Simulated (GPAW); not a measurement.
Consider CdPd (P4/mmm).

```cif
data_structure
_symmetry_space_group_name_H-M 'P 1'
_symmetry_Int_Tables_number 1
_cell_length_a 3.0276
_cell_length_b 3.0276
_cell_length_c 3.6310
_cell_angle_alpha 90.000
_cell_angle_beta 90.000
_cell_angle_gamma 90.000
_cell_volume 33.28
loop_
_atom_site_label
_atom_site_type_symbol
_atom_site_fract_x
_atom_site_fract_y
_atom_site_fract_z
_atom_site_occupancy
Cd1 Cd 0.00000 0.00000 0.00000 1
Pd2 Pd 0.50000 0.50000 0.50000 1
```

Absorber: atom 2, with 8 Cd at 2.81 Å and 4 Pd at 3.03 Å (distorted cuboctahedral, site symmetry 4/mmm). Method: GPAW, LDA, excited-electron core hole (neutral cell), 16-atom cell with 7.1 Å between holes, 5×5×5 k points, dipole transitions, Gaussian full width 2.25 eV up to 4 eV, rising linearly to 3.5 eV at 25 eV.

Where do the maxima of the Pd L₃ edge fall?

Main maxima up to 30 eV above the zero (height): 4.4 eV (1.07), 17.4 eV (1.04) and 25.2 eV (1.29). At an L edge the dipole rule selects empty d (and weakly s) states on the absorber, and this run shows no strong white line at the onset; the kept electron can fill the absorber's last d holes, so the method may weaken a line that a measurement shows. 

The Pd L₃ spectrum (energy from the lowest empty level; intensity scaled to a mean of 1 over the first 20 eV; polarised curves are means over the symmetry-equivalent atoms):

| E (eV) | isotropic | ε ⊥ c | ε ∥ c |
| --- | --- | --- | --- |
| -2.0 | 0.02 | 0.02 | 0.02 |
| -1.0 | 0.17 | 0.17 | 0.16 |
| 0.0 | 0.53 | 0.54 | 0.53 |
| 1.0 | 0.82 | 0.81 | 0.82 |
| 2.0 | 0.88 | 0.85 | 0.92 |
| 3.0 | 0.99 | 0.94 | 1.09 |
| 4.0 | 1.07 | 1.04 | 1.14 |
| 5.0 | 1.07 | 1.05 | 1.10 |
| 6.0 | 1.05 | 1.04 | 1.09 |
| 7.0 | 1.05 | 1.04 | 1.08 |
| 8.0 | 1.06 | 1.07 | 1.04 |
| 9.0 | 1.06 | 1.07 | 1.03 |
| 10.0 | 1.06 | 1.07 | 1.05 |
| 11.0 | 1.02 | 1.03 | 1.01 |
| 12.0 | 0.99 | 0.98 | 0.99 |
| 13.0 | 0.97 | 0.96 | 0.99 |
| 14.0 | 0.97 | 0.96 | 0.99 |
| 15.0 | 0.99 | 0.99 | 0.99 |
| 16.0 | 1.02 | 1.02 | 1.00 |
| 17.0 | 1.04 | 1.02 | 1.07 |
| 18.0 | 1.04 | 1.00 | 1.11 |
| 19.0 | 1.00 | 0.97 | 1.05 |
| 20.0 | 1.01 | 1.02 | 0.97 |
| 21.0 | 1.09 | 1.15 | 0.97 |
| 22.0 | 1.16 | 1.24 | 1.01 |
| 23.0 | 1.20 | 1.25 | 1.11 |
| 24.0 | 1.25 | 1.24 | 1.27 |
| 25.0 | 1.28 | 1.22 | 1.41 |
| 26.0 | 1.26 | 1.17 | 1.44 |
| 27.0 | 1.20 | 1.12 | 1.36 |
| 28.0 | 1.14 | 1.09 | 1.23 |
| 29.0 | 1.11 | 1.10 | 1.13 |
| 30.0 | 1.08 | 1.09 | 1.05 |
| 31.0 | 1.03 | 1.06 | 0.98 |
| 32.0 | 0.99 | 1.03 | 0.93 |

Only the L₃ part is meant: spin–orbit coupling of the core level isn't computed and the L₂ copy isn't added. The script folds with a Gaussian, whereas the core hole's own line is a Lorentzian, so the onset is too steep and the first peak too high. Lifetime broadening is put in by hand, and intensities beyond about 20 eV depend on it and on the partial waves. The structure is a published determination, not relaxed.

[Banner, clock and machine lines of the logs are left out without a mark of their own.]

[Logs are printed without paths, hosts, clocks, repeated set-up lines and the standing remarks that a program may print on its own settings, such as how far it seeks lower states.]

[Hosts, paths, dates, database ids (printed as entryN), source tags and the programs' standing remarks are cut or masked in the printed files.]

[Lists of maxima count a maximum above −3 eV only where it reaches 4 % of the highest in the window and stands out from its surroundings by 2 % of it (1.5 % where it reaches 55 %); shoulders and weaker maxima are passed over, and of the rest the first, up to two pre-edge ones and the few strongest are named.]
